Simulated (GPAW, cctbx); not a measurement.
# By hand: from a DFT structure factor to an extinction distance in Sn2IrN2

Sn2IrN2, P4/mbm (no. 127), a = 6.4052 Å, b = 6.4052 Å, c = 3.6813 Å, α = 90.00°, β = 90.00°, γ = 90.00°.

| atom | mult. | x | y | z |
| --- | --- | --- | --- | --- |
| Ir1 | 2 | 1/2 | 1/2 | 0 |
| Sn1 | 4 | 0.6577 | 0.8423 | 1/2 |
| N1 | 4 | 0.7809 | 0.7191 | 0 |

The cell comes from substitution in a known structure type and wasn't matched to any measured phase.

A DFT run (GPAW, PBE, 550 eV, 5×3×3 k-points (along the axes of the calculation cell), Fermi–Dirac width 0.05 eV) gives the static X-ray structure factor of 001 as 12.672 e for the conventional cell; superposed free atoms give 14.039 e. **Problem.** Find the Fourier component V of the crystal potential and the two-beam extinction distance at 120 kV in both cases.

## Step 1: Geometry

The cell volume is Ω = 151.03 Å³ and d(001) = 3.6813 Å, so g = 1/d = 0.2716 Å⁻¹.

## Step 2: The nuclei

Electrons feel nuclei as well as electrons, so the nuclear charges are summed with the same phases.

Phase sums Σ exp(2πi h·x), turned so that the total is real and positive: Ir -2.000, Sn +4.000, N -4.000. Then F_Z = 77 × (-2.000) + 50 × (+4.000) + 7 × (-4.000) = 18.00 e. The electron term has the same sign for this reflection.

## Step 3: Mott–Bethe

Poisson's equation, term by term, gives V = (e/4πε₀)(F_Z − F)/(πΩg²), with e/4πε₀ = 14.3996 V Å.

The prefactor is 14.3996 × 3.6813²/(π × 151.03) = 0.41127 V per electron. Free atoms: (18.00 − 14.039) × 0.41127 = 1.629 V. Crystal: (18.00 − 12.672) × 0.41127 = 2.191 V. F changes by -9.74 % and V by +34.5 %: the same 1.37 e is measured against F_Z − F = 4.0 e in place of F = 14.0 e.

## Step 4: Extinction distance

In the two-beam case ξ = 1/(λU) with U = 2γm₀eV/h², that is ξ = 150.41 V Å²/(γλV).

At 120 kV, λ = 0.03349 Å and γ = 1.2348. Free atoms: ξ = 2233 Å. Crystal: ξ = 1660 Å. The thickness fringes go as sin²(πt/ξ), so the two patterns slip by a quarter of a period when t|1/ξ₁ − 1/ξ₀| = 1/4, at t ≈ 162 nm. Thermal motion, absorption and many-beam coupling, left out here, change a real pattern.

## Step 5: Answer

V(001) is 2.19 V against 1.63 V, and ξ is 1660 against 2233 Å. Limits: static atoms, two beams.
